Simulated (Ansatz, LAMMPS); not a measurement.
# Glassy CaAl2Si2O8 (91 atoms) in motion

Wanted: a short trajectory of glassy CaAl2Si2O8 (91 atoms) with its pair distributions.

Program: Ansatz 0.2.0. Level of theory: Kohn-Sham DFT, PBE, PAW (set soft_2), plane waves. Results are calculated unless marked as measured.

Measured values to set the calculation against. A Ca0.25Al0.5Si0.5O2 glass plate was measured by high-energy x-ray diffraction at 20 K and the Si-O distance was fitted in the PDF (“Polyhedral units and network connectivity in calcium aluminosilicate glasses from high-energy x-ray diffraction”, 2000, arxiv:cond-mat/0007490): nearest Si–O distance 1.6 Å; number of O about Si 3.85; nearest Al–O distance 1.75 Å; number of O about Al 4; nearest Ca–O distance 2.36 Å (by high-energy XRD, Gaussian fit to PDF); number of O about Ca 5.2 (by high-energy XRD, Gaussian fit to PDF).

## (1) Set-up

The cell holds 91 atoms: 14 Al, 7 Ca, 56 O and 14 Si. Cell: a = 10.609 Å, b = 10.609 Å, c = 10.609 Å, α = 90.0°, β = 90.0°, γ = 90.0°. 91 atoms (14 Al, 7 Ca, 56 O, 14 Si) placed at random at 2.71 g/cm³, melted at 4500 K for 20 ps at fixed volume with the Morse and Coulomb pair potential with partial charges (Pedone, Malavasi, Menziani, Cormack and Segre, J. Phys. Chem. B 110, 11780 (2006)). Quenched from 4500 K to 300 K at 10 K/ps and fixed volume, held 5 ps.

Limits known from the start: The quench rate of 10 K/ps is many orders above laboratory rates, so the cell is likely richer in defects and strain than a real sample. The network of bonds at the start is that of the classical potential that made the cell. Only the Γ point is sampled, in a cell whose shortest periodic width is 11 Å.

## (2) Single point at the start

The forces at the start show how far the geometry lies from a minimum of this functional.

input.yaml

```yaml
crystal:
  lattice:
    - [10.6093, 0.0, 0.0]
    - [0.0, 10.6093, 0.0]
    - [0.0, 0.0, 10.6093]
  atoms:
    - { symbol: Al, position: [0.8551, 0.97511, 0.86452] }
    - { symbol: Al, position: [0.92946, 0.76534, 0.35913] }
    - { symbol: Al, position: [0.06229, 0.21441, 0.78602] }
    - { symbol: Al, position: [0.86052, 0.28995, 0.1355] }
    [... 81 atom lines left out ...]
    - { symbol: Si, position: [0.26272, 0.80156, 0.0254] }
    - { symbol: Si, position: [0.91492, 0.21659, 0.51854] }
    - { symbol: Si, position: [0.20261, 0.772, 0.44604] }
    - { symbol: Si, position: [0.40918, 0.36403, 0.57853] }
    - { symbol: Si, position: [0.55419, 0.34606, 0.83907] }
    - { symbol: Si, position: [0.54539, 0.5776, 0.44217] }
kpoints:
  mp_grid: { grid: [1, 1, 1] }
hamiltonian:
  xc: pbe
scf:
  occupations: { method: fermi_dirac, width: 0.05 }
output:
  forces: true
  stress: true
```

Command:

```
ansatz run input.yaml --threads 4 --pin off --max-ram 8192MiB --backend cpu --events-out ev --progress --plain --runs-dir out
```

Elapsed: 12 s, on 4 threads of Arm Neoverse V1, shared host; peak memory 1.4 GiB; 44 s of CPU time.

Read from the output:

```
free energy            : -61034.8788 eV
free energy per atom   : -670.7130 eV/atom
SCF cycles             : 9
pressure               : 6.503 GPa
r.m.s. force component : 1.212 eV/Å
longest force          : 6.778 eV/Å
Fermi energy           : 6.475 eV
```

The r.m.s. force component of 1.2 eV/Å and the pressure of 6.5 GPa set the starting point.

Neighbours are counted within 2.19 Å (O-Al), 2.12 Å (O-Si), 2.93 Å (O-Ca).

Length of the force by element and coordination:

| element | coordination | atoms | mean length of the force (eV/Å) | spread | least | most |
| --- | --- | --- | --- | --- | --- | --- |
| Al | all | 14 | 1.58 | 0.876 | 0.0881 | 3.04 |
| Ca | all | 7 | 0.798 | 0.289 | 0.285 | 1.18 |
| Ca | 4 | 1 | 0.906 | 0 | 0.906 | 0.906 |
| Ca | 5 | 1 | 0.507 | 0 | 0.507 | 0.507 |
| Ca | 6 | 4 | 0.785 | 0.329 | 0.285 | 1.18 |
| Ca | 7 | 1 | 1.04 | 0 | 1.04 | 1.04 |
| O | all | 56 | 1.84 | 1.07 | 0.664 | 6.78 |
| O | 2 | 22 | 2.12 | 1.34 | 0.785 | 6.78 |
| O | 3 | 28 | 1.63 | 0.821 | 0.664 | 3.98 |
| O | 4 | 6 | 1.78 | 0.728 | 0.917 | 2.73 |
| Si | all | 14 | 2.35 | 1.18 | 0.928 | 5.38 |

## (3) Dynamics at 300 K

A Langevin thermostat couples each atom to a heat bath, at the price of damped dynamics. The time step is 1.0 fs.

Changes to input.yaml since step 2:

```diff
@@ -16 +16,8 @@
   stress: true
+md:
+  timestep: 1.0
+  n_steps: 354
+  ensemble: nvt_langevin
+  temperature: 300
+  initial_velocities: maxwell_boltzmann
+  seed: 7147
```

The job ended after 48 min (4 threads; peak memory 1.5 GiB; 3 h of CPU time).

The program notes that the SCF threshold is loose for the stress and it switched symmetry off.

Rows from the run:

| time (fs) | T (K) | potential (meV/atom) |
| --- | --- | --- |
| 0.0 | 297 | 0.0 |
| 24.0 | 433 | -21.7 |
| 47.0 | 347 | -15.4 |
| 71.0 | 388 | -20.2 |
| 94.0 | 383 | -19.3 |
| 118.0 | 326 | -16.3 |
| 142.0 | 374 | -29.4 |
| 165.0 | 347 | -27.2 |
| 189.0 | 328 | -22.5 |
| 212.0 | 348 | -25.3 |
| 236.0 | 299 | -20.5 |
| 260.0 | 370 | -26.5 |
| 283.0 | 313 | -27.2 |
| 307.0 | 351 | -27.3 |
| 330.0 | 327 | -22.6 |
| 354.0 | 359 | -27.1 |

Mean square displacement from the first frame to the last: Al 0.036 Å², Ca 0.093 Å², O 0.058 Å², Si 0.017 Å².

The mean square displacement by time lag:

| time lag (fs) | Al (Å²) | Ca (Å²) | O (Å²) | Si (Å²) |
| --- | --- | --- | --- | --- |
| 1.0 | 3.3e-5 | 2.0e-5 | 5.5e-5 | 3.4e-5 |
| 8.0 | 0.00195 | 0.00125 | 0.00323 | 0.00194 |
| 15.0 | 0.00593 | 0.00415 | 0.00955 | 0.00550 |
| 30.0 | 0.0146 | 0.0140 | 0.0233 | 0.0114 |
| 37.0 | 0.0172 | 0.0193 | 0.0286 | 0.0132 |
| 45.0 | 0.0193 | 0.0252 | 0.0340 | 0.0150 |
| 52.0 | 0.0207 | 0.0299 | 0.0374 | 0.0161 |
| 59.0 | 0.0218 | 0.0340 | 0.0394 | 0.0169 |
| 74.0 | 0.0237 | 0.0407 | 0.0421 | 0.0187 |
| 81.0 | 0.0245 | 0.0428 | 0.0434 | 0.0196 |
| 89.0 | 0.0250 | 0.0448 | 0.0447 | 0.0205 |
| 96.0 | 0.0251 | 0.0461 | 0.0458 | 0.0213 |
| 103.0 | 0.0251 | 0.0473 | 0.0468 | 0.0221 |
| 118.0 | 0.0254 | 0.0489 | 0.0482 | 0.0226 |
| 125.0 | 0.0256 | 0.0494 | 0.0481 | 0.0220 |
| 133.0 | 0.0255 | 0.0499 | 0.0475 | 0.0210 |
| 140.0 | 0.0250 | 0.0503 | 0.0468 | 0.0201 |
| 147.0 | 0.0244 | 0.0508 | 0.0463 | 0.0194 |
| 162.0 | 0.0240 | 0.0522 | 0.0463 | 0.0189 |
| 169.0 | 0.0240 | 0.0530 | 0.0467 | 0.0189 |
| 177.0 | 0.0239 | 0.0537 | 0.0473 | 0.0190 |

Over the second half of 354 fs the temperature averages 339 K with swings of 23 K r.m.s. From first frame to last Ca has the largest mean square displacement, 0.093 Å² at the end; the farthest move is 0.57 Å. The count of bonds goes from 154 in the first frame to 155 in the last, by one set of cutoffs: 1 pairs passed out of them and 2 came within. The run spans 0.35 ps, too short for its means to be equilibrium values.

## (4) Distances and neighbours late in the run

The g(r) is a mean over the second half; what follows it is taken at the last frame.

Bonds before and after, by the cutoffs listed below:

| pair | bonds before | bonds after | mean before (Å) | mean after (Å) | spread before (Å) | spread after (Å) |
| --- | --- | --- | --- | --- | --- | --- |
| O-Al | 57 | 57 | 1.778 | 1.794 | 0.109 | 0.096 |
| O-Si | 56 | 56 | 1.614 | 1.640 | 0.048 | 0.046 |
| O-Ca | 41 | 42 | 2.490 | 2.455 | 0.162 | 0.186 |

Density 2.71 g/cm³, 13.12 Å³ an atom.

Mean of 14 frames. g(r), total and by pair (bins of 0.2 Å):

| r (Å) | total | O-O | O-Al | O-Si | O-Ca | Al-Al | Al-Si |
| --- | --- | --- | --- | --- | --- | --- | --- |
| 1.50 | 0.44 | 0.00 | 0.00 | 2.32 | 0.00 | 0.00 | 0.00 |
| 1.70 | 3.26 | 0.00 | 7.04 | 10.21 | 0.00 | 0.00 | 0.00 |
| 1.90 | 0.69 | 0.00 | 3.63 | 0.01 | 0.00 | 0.00 | 0.00 |
| 2.10 | 0.08 | 0.00 | 0.12 | 0.00 | 0.62 | 0.00 | 0.00 |
| 2.30 | 0.39 | 0.02 | 0.03 | 0.00 | 3.95 | 0.00 | 0.00 |
| 2.50 | 0.70 | 1.18 | 0.01 | 0.00 | 2.58 | 0.00 | 0.00 |
| 2.70 | 1.40 | 3.33 | 0.05 | 0.13 | 0.93 | 0.61 | 0.07 |
| 2.90 | 1.10 | 1.98 | 0.30 | 0.20 | 0.47 | 1.14 | 2.06 |
| 3.10 | 1.13 | 1.35 | 0.52 | 0.35 | 0.52 | 3.34 | 3.64 |
| 3.30 | 0.96 | 0.76 | 0.95 | 0.55 | 0.50 | 2.85 | 2.71 |
| 3.50 | 0.76 | 0.66 | 0.88 | 0.73 | 0.46 | 0.83 | 0.01 |
| 3.70 | 0.87 | 0.58 | 1.09 | 1.31 | 0.73 | 0.25 | 0.24 |
| 3.90 | 1.08 | 0.57 | 1.62 | 1.71 | 1.31 | 0.27 | 0.49 |
| 4.10 | 1.15 | 0.68 | 1.59 | 1.84 | 1.23 | 0.95 | 0.84 |
| 4.30 | 1.14 | 0.76 | 1.55 | 1.69 | 1.52 | 0.65 | 0.64 |
| 4.50 | 1.03 | 0.84 | 1.36 | 1.09 | 1.18 | 0.89 | 1.31 |
| 4.70 | 1.04 | 1.23 | 0.90 | 0.83 | 1.15 | 0.89 | 1.29 |
| 4.90 | 0.99 | 1.32 | 0.63 | 0.65 | 1.12 | 0.90 | 1.02 |
| 5.10 | 1.03 | 1.33 | 0.72 | 0.57 | 1.11 | 0.77 | 1.53 |

Bonds by pair of elements; cutoffs follow the first minimum of g(r), held within bounds set by covalent radii, and pairs that aren't listed don't count as bonded:

| pair A-B | cutoff (Å) | bonds | mean length (Å) | spread (Å) | shortest (Å) | B about A | A about B |
| --- | --- | --- | --- | --- | --- | --- | --- |
| O-Al | 2.49 | 57 | 1.79 | 0.096 | 1.65 | 1.02 | 4.07 |
| O-Si | 2.12 | 56 | 1.64 | 0.046 | 1.55 | 1 | 4 |
| O-Ca | 2.98 | 42 | 2.46 | 0.186 | 2.21 | 0.75 | 6 |

How many atoms have how many bonded neighbours:

| element | mean | 2 | 3 | 4 | 5 | 6 | 7 |
| --- | --- | --- | --- | --- | --- | --- | --- |
| Al | 4.07 | 0 | 0 | 13 | 1 | 0 | 0 |
| Ca | 6 | 0 | 0 | 0 | 1 | 5 | 1 |
| O | 2.77 | 18 | 33 | 5 | 0 | 0 | 0 |
| Si | 4 | 0 | 0 | 14 | 0 | 0 | 0 |

Bond angles, per cent of each kind in bins of 5°:

| angle (°) | O-Ca-O | O-Al-O | O-Si-O | Al-O-Ca | Ca-O-Si |
| --- | --- | --- | --- | --- | --- |
| 55–60 | 3.8 | 0.0 | 0.0 | 0.0 | 0.0 |
| 60–65 | 4.7 | 0.0 | 0.0 | 0.0 | 0.0 |
| 65–70 | 8.5 | 0.0 | 0.0 | 0.0 | 0.0 |
| 70–75 | 4.7 | 0.0 | 0.0 | 0.0 | 0.0 |
| 75–80 | 4.7 | 0.0 | 0.0 | 2.7 | 0.0 |
| 80–85 | 10.4 | 2.3 | 0.0 | 0.0 | 5.6 |
| 85–90 | 10.4 | 2.3 | 0.0 | 8.1 | 11.1 |
| 90–95 | 1.9 | 6.8 | 1.2 | 5.4 | 16.7 |
| 95–100 | 5.7 | 11.4 | 4.8 | 8.1 | 5.6 |
| 100–105 | 5.7 | 21.6 | 19.0 | 5.4 | 8.3 |
| 105–110 | 8.5 | 14.8 | 35.7 | 13.5 | 13.9 |
| 110–115 | 3.8 | 9.1 | 14.3 | 10.8 | 2.8 |
| 115–120 | 1.9 | 15.9 | 21.4 | 8.1 | 2.8 |
| 120–125 | 1.9 | 8.0 | 1.2 | 10.8 | 5.6 |
| 125–130 | 2.8 | 4.5 | 2.4 | 8.1 | 8.3 |
| 130–135 | 4.7 | 2.3 | 0.0 | 8.1 | 5.6 |
| 135–140 | 0.9 | 0.0 | 0.0 | 0.0 | 8.3 |
| 140–145 | 0.9 | 0.0 | 0.0 | 2.7 | 2.8 |
| 145–150 | 2.8 | 0.0 | 0.0 | 5.4 | 2.8 |
| 150–155 | 4.7 | 0.0 | 0.0 | 2.7 | 0.0 |
| 155–160 | 1.9 | 0.0 | 0.0 | 0.0 | 0.0 |
| 160–165 | 2.8 | 0.0 | 0.0 | 0.0 | 0.0 |
| 165–170 | 1.9 | 1.1 | 0.0 | 0.0 | 0.0 |

Bond angles (no mean is given where the spread exceeds 20°):

| angle | count | mean (°) | spread (°) |
| --- | --- | --- | --- |
| O-Ca-O | 106 | - | - |
| O-Al-O | 88 | 109 | 12.8 |
| O-Si-O | 84 | 109 | 6.7 |
| Al-O-Ca | 37 | 114 | 18 |
| Ca-O-Si | 36 | 109 | 18.9 |

Oxygen atoms by the number of network formers (Si, P, Ge, B, Al, As, Ga) bound to them:

| network formers bound to O | O atoms | per cent |
| --- | --- | --- |
| 0 | 0 | 0 |
| 1 | 6 | 10.7 |
| 2 | 43 | 76.8 |
| 3 | 7 | 12.5 |

Network units: each former by its oxygen neighbours and how many of them bridge to another former:

| former | O neighbours | bridging O | atoms |
| --- | --- | --- | --- |
| Si | 4 | 3 | 5 |
| Si | 4 | 4 | 9 |
| Al | 4 | 3 | 1 |
| Al | 4 | 4 | 12 |
| Al | 5 | 5 | 1 |

Bond length by coordination (bonds to H left out):

| element | coordination | atoms | mean bond length (Å) |
| --- | --- | --- | --- |
| Al | 4 | 13 | 1.78 |
| Al | 5 | 1 | 1.91 |
| Ca | 5 | 1 | 2.37 |
| Ca | 6 | 5 | 2.43 |
| Ca | 7 | 1 | 2.60 |
| O | 2 | 18 | 1.70 |
| O | 3 | 33 | 1.94 |
| O | 4 | 5 | 2.18 |

Rings of the network by King's shortest-path rule, up to 12 atoms, one path for each pair of neighbours; H, halogens, alkali and alkaline-earth atoms are left out, and the last column divides by all other atoms, bonded or not:

| ring size (atoms) | rings | per network atom |
| --- | --- | --- |
| 4 | 1 | 0.012 |
| 6 | 5 | 0.06 |
| 8 | 9 | 0.107 |
| 10 | 16 | 0.19 |
| 12 | 20 | 0.238 |

For some of the pairs, g(r) has its first main peak near 2.7 Å (O-O), 1.8 Å (O-Al), 1.6 Å (O-Si), 2.3 Å (O-Ca), 3.1 Å (Al-Al) and 3.2 Å (Al-Si). By these cutoffs 93 % of Al atoms have 4, 71 % of Ca atoms have 6, 59 % of O atoms have 3 and all Si atoms have 4 bonded neighbours. 77 % of the oxygens bridge two formers (Si and Al) and 11 % are non-bridging; 12 % join three. The commonest Al unit has 4 oxygens, 4 of them shared with other formers (12 of 14 atoms). Rings of 12 atoms are the most common (39 % of those counted); sizes run from 4 to 12, where the search stops.

## (5) Single point at the last frame

The last frame is solved again with fuller output, to read the electronic structure of a thermally displaced geometry.

input.yaml

```yaml
crystal:
  lattice:
    - [10.6093, 0.0, 0.0]
    - [0.0, 10.6093, 0.0]
    - [0.0, 0.0, 10.6093]
  atoms:
    - { symbol: Al, position: [0.86954, 0.97467, 0.86247] }
    - { symbol: Al, position: [0.92285, 0.76667, 0.35334] }
    - { symbol: Al, position: [0.07311, 0.1861, 0.78561] }
    - { symbol: Al, position: [0.8571, 0.28763, 0.13125] }
    [... 81 atom lines left out ...]
    - { symbol: Si, position: [0.25625, 0.79172, 0.03434] }
    - { symbol: Si, position: [0.92242, 0.21824, 0.51439] }
    - { symbol: Si, position: [0.20112, 0.76428, 0.44567] }
    - { symbol: Si, position: [0.4219, 0.36332, 0.56477] }
    - { symbol: Si, position: [0.55805, 0.35444, 0.83518] }
    - { symbol: Si, position: [0.54224, 0.57255, 0.4372] }
kpoints:
  mp_grid: { grid: [1, 1, 1] }
hamiltonian:
  xc: pbe
scf:
  occupations: { method: fermi_dirac, width: 0.05 }
output:
  forces: true
  stress: true
  populations: true
  dos:
    method: { smearing: { sigma: 0.15 } }
    de: 0.1
    projected: { site_lists: { Al: [Al], Ca: [Ca], O: [O], Si: [Si] } }
  eigenvalues: true
  write_density: true
  write_potential: true
  volumetric_format: npy
```

Wall time 20 s (4 threads); peak memory 1.4 GiB.

Read from the output:

| Item | Value |
| --- | --- |
| free energy | -61037.3440 eV |
| free energy per atom | -670.7400 eV/atom |
| SCF cycles | 9 |
| pressure | 2.306 GPa |
| r.m.s. force component | 0.8639 eV/Å |
| longest force | 3.368 eV/Å |
| Fermi energy | 6.445 eV |
| gap (highest filled to lowest empty level) | 3.108 eV |
| spilling of the projection | 0.0121 |

Neighbours are counted within 2.49 Å (O-Al), 2.12 Å (O-Si), 2.98 Å (O-Ca), the cutoffs taken from the dynamics.

Length of the force by element and coordination:

| element | coordination | atoms | mean length of the force (eV/Å) | spread | least | most |
| --- | --- | --- | --- | --- | --- | --- |
| Al | all | 14 | 1.41 | 0.510 | 0.844 | 2.69 |
| Al | 4 | 13 | 1.39 | 0.521 | 0.844 | 2.69 |
| Al | 5 | 1 | 1.73 | 0 | 1.73 | 1.73 |
| Ca | all | 7 | 0.830 | 0.358 | 0.279 | 1.39 |
| Ca | 5 | 1 | 1.39 | 0 | 1.39 | 1.39 |
| Ca | 6 | 5 | 0.828 | 0.235 | 0.554 | 1.19 |
| Ca | 7 | 1 | 0.279 | 0 | 0.279 | 0.279 |
| O | all | 56 | 1.23 | 0.618 | 0.235 | 2.67 |
| O | 2 | 18 | 1.42 | 0.623 | 0.552 | 2.51 |
| O | 3 | 33 | 1.14 | 0.615 | 0.235 | 2.67 |
| O | 4 | 5 | 1.16 | 0.459 | 0.541 | 1.86 |
| Si | all | 14 | 1.94 | 0.736 | 0.695 | 3.37 |

Löwdin charges by element and coordination (they lack the spilled electrons, 0.067 e an atom on average):

| element | coordination | atoms | mean charge (e) | spread | least | most |
| --- | --- | --- | --- | --- | --- | --- |
| Al | all | 14 | 1.32 | 0.0398 | 1.25 | 1.39 |
| Al | 4 | 13 | 1.32 | 0.0413 | 1.25 | 1.39 |
| Al | 5 | 1 | 1.32 | 0 | 1.32 | 1.32 |
| Ca | all | 7 | 1.81 | 0.0194 | 1.77 | 1.84 |
| Ca | 5 | 1 | 1.82 | 0 | 1.82 | 1.82 |
| Ca | 6 | 5 | 1.81 | 0.022 | 1.77 | 1.84 |
| Ca | 7 | 1 | 1.81 | 0 | 1.81 | 1.81 |
| O | all | 56 | -0.87 | 0.0671 | -1.08 | -0.770 |
| O | 2 | 18 | -0.827 | 0.0452 | -0.935 | -0.770 |
| O | 3 | 33 | -0.881 | 0.0631 | -1.08 | -0.788 |
| O | 4 | 5 | -0.950 | 0.0525 | -1.03 | -0.878 |
| Si | all | 14 | 1.69 | 0.0422 | 1.61 | 1.75 |

Density of states as counts of states in windows of 1 eV (from the Fermi level), total and the larger projections:

| from (eV) | to (eV) | total | O p | Si p | Al p |
| --- | --- | --- | --- | --- | --- |
| -18 | -17 | 4.2 | 0.1 | 0.1 | 0.3 |
| -17 | -16 | 0.1 | 0.0 | 0.0 | 0.0 |
| -16 | -12 | 0.0 | 0.0 | 0.0 | 0.0 |
| -12 | -11 | 4.0 | 2.7 | 0.2 | 0.0 |
| -11 | -10 | 7.8 | 5.3 | 0.3 | 0.1 |
| -10 | -9 | 12.7 | 9.0 | 0.8 | 0.2 |
| -9 | -8 | 22.4 | 16.8 | 2.1 | 0.7 |
| -8 | -7 | 34.9 | 27.1 | 3.4 | 1.6 |
| -7 | -6 | 37.8 | 30.9 | 2.4 | 2.0 |
| -6 | -5 | 56.7 | 49.5 | 1.7 | 2.3 |
| -5 | -4 | 69.6 | 64.2 | 1.1 | 1.5 |
| -4 | -3 | 58.5 | 55.3 | 0.5 | 0.8 |
| -3 | -2 | 29.5 | 27.9 | 0.4 | 0.3 |
| -2 | -1 | 2.1 | 2.0 | 0.0 | 0.0 |
| -1 | 1 | 0.0 | 0.0 | 0.0 | 0.0 |
| 1 | 2 | 2.0 | 0.0 | 0.0 | 0.1 |
| 2 | 3 | 1.1 | 0.1 | 0.1 | 0.2 |
| 3 | 4 | 27.7 | 2.0 | 1.8 | 3.4 |
| 4 | 5 | 42.1 | 2.7 | 3.2 | 4.9 |

Between -26 and -18 eV lie 150 more states.

The levels nearest the highest filled one (over half full), pooled over k-points and spins:

| level less the highest filled one (eV) | occupation |
| --- | --- |
| -0.964 | 2 |
| -0.918 | 2 |
| -0.855 | 2 |
| -0.703 | 2 |
| -0.645 | 2 |
| 0 | 2 |
| 3.11 | 0 |
| 4.52 | 0 |
| 4.72 | 0 |
| 4.74 | 0 |
| 4.83 | 0 |
| 4.88 | 0 |

Mean Löwdin charges: Al +1.32, Ca +1.81, O -0.87, Si +1.69 e (they miss 1.2 % of the electrons, so they add up to more than the cell's charge).

## (6) What came out

```json
{
 "mean temperature, second half": "339.2 K",
 "temperature swing, second half": "22.64 K",
 "mean pressure, second half": "1.998 GPa",
 "free energy per atom": "-670.7400 eV/atom",
 "pressure": "2.306 GPa",
 "r.m.s. force component": "0.8639 eV/Å",
 "gap (highest filled to lowest empty level)": "3.108 eV",
 "wall time of the 3 DFT runs": "48 min"
}
```

Over the second half of 354 fs the temperature averages 339 K with swings of 23 K r.m.s. The count of bonds goes from 154 in the first frame to 155 in the last, by one set of cutoffs: 1 pairs passed out of them and 2 came within. The run spans 0.35 ps, too short for its means to be equilibrium values. By these cutoffs 93 % of Al atoms have 4, 71 % of Ca atoms have 6, 59 % of O atoms have 3 and all Si atoms have 4 bonded neighbours. 77 % of the oxygens bridge two formers (Si and Al) and 11 % are non-bridging; 12 % join three. Between filled and empty levels lie 3.11 eV (at Γ alone); a semilocal functional tends to put such gaps too low. In a disordered cell it changes from sample to sample, and tail or defect levels can set it.

**Limits.** The network of bonds at the start is that of the classical potential that made the cell; in DFT 1 of its 154 bonded pairs passed out of the cutoffs and 2 came within them. The pressure of 2.3 GPa is that of one thermal frame at a volume set beforehand, without the kinetic term.

Calculation beside experiment:

| quantity | measured | this cell | difference | method of the measurement |
| --- | --- | --- | --- | --- |
| nearest Si–O distance | 1.6 Å | 1.64 Å | +2.5 % | high-energy XRD, PDF Gaussian fit |
| number of O about Si | 3.85 | 4 | +3.9 % | high-energy XRD, PDF Gaussian fit |
| nearest Al–O distance | 1.75 Å | 1.77 Å | +1.1 % | high-energy XRD, PDF Gaussian fit |
| number of O about Al | 4 | 4.07 | +1.8 % | high-energy XRD, PDF Gaussian fit |
| nearest Ca–O distance | 2.36 Å | 2.33 Å | -1.3 % | high-energy XRD, Gaussian fit to PDF |
| number of O about Ca | 5.2 | 6 | +15.4 % | high-energy XRD, Gaussian fit to PDF |

The cell differs from the measured distances by up to 2.5 % and neighbour counts by up to 15.4 %. Distances of this cell are positions of the first main peak of g(r), or bond means where the peak is narrow; means over all bonds within a cutoff lie farther out for broad shells. The network comes from the model that made the cell; in DFT 1 of its 154 bonded pairs passed out of the cutoffs and 2 came within them. Our coordination numbers hang on a cutoff, and experiments count neighbours in their own ways.

[Logs are printed without paths, hosts, clocks, repeated set-up lines and the standing remarks that a program may print on its own settings, such as how far it seeks lower states.]

[Hosts, paths, dates, database ids (printed as entryN), source tags and the programs' standing remarks are cut or masked in the printed files.]
